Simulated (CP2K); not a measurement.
Consider ethynylallene at its PBE geometry (Å).

```xyz
9

C     2.5182    0.6660    0.3373
C     1.5104    0.0841   -0.0130
C     0.3551   -0.6195   -0.4492
C    -0.8830   -0.2721   -0.1415
C    -2.1131    0.0547    0.1469
H     3.3969    1.1906    0.6496
H     0.5088   -1.5034   -1.0781
H    -2.6813    0.7404   -0.4865
H    -2.6120   -0.3409    1.0345
```

Method: CP2K XAS_TDP, all-electron GAPW, PBEh(45%), aug-cc-pVDZ, TDA, no relativity.

Question: Predict the bright core excitations at the C K edge.

Leading lines: C1 281.55 eV, C2 281.99 eV, C3 281.99 eV, C4 281.39 eV and C5 281.59 eV. The leading line of an atom is its first one with 35 % of the strongest within 2.5 eV of its lowest line over the strength cut. 

The first six lines of each atom with a strength over 0.0015:

```csv
atom,energy (eV),states,"strength, one atom"
C1 (bonded to C and H),281.55,1,0.0420
,282.08,1,0.0473
,284.37,1,0.0054
,284.87,1,0.0027
,285.18,1,0.0036
,285.56,1,0.0028
C2 (bonded to 2 C),281.99,1,0.0324
,282.29,1,0.0506
,284.62,1,0.0060
,285.08,1,0.0241
,287.75,1,0.0030
,287.97,1,0.0023
C3 (bonded to 2 C and H),281.99,1,0.0387
,283.98,1,0.0033
,285.23,1,0.0029
,286.17,1,0.0054
,286.39,1,0.0024
,286.47,1,0.0022
C4 (bonded to 2 C),281.39,1,0.0570
,281.83,1,0.0572
,286.77,1,0.0021
,289.00,1,0.0031
,289.05,1,0.0016
,289.18,1,0.0025
C5 (bonded to C and 2 H),281.59,1,0.0478
,283.07,1,0.0017
,284.48,1,0.0035
,285.41,1,0.0159
,285.62,1,0.0031
,285.96,1,0.0048
```

Lines are vertical, at one geometry, with no vibrational structure. Without a correction of the core level, line positions, and the gaps between valence and Rydberg lines, follow the share of exact exchange. At this level such K lines come out 3 to 6 eV under measured ones. These values hold no scalar relativity, about 0.1 eV for C 1s. Rydberg lines, and the discretised continuum above threshold, depend on the basis and the box.

[Banner, clock and machine lines of the logs are left out without a mark of their own.]

[Logs are printed without paths, hosts, clocks, repeated set-up lines and the standing remarks that a program may print on its own settings, such as how far it seeks lower states.]

[Hosts, paths, dates, database ids (printed as entryN), source tags and the programs' standing remarks are cut or masked in the printed files.]
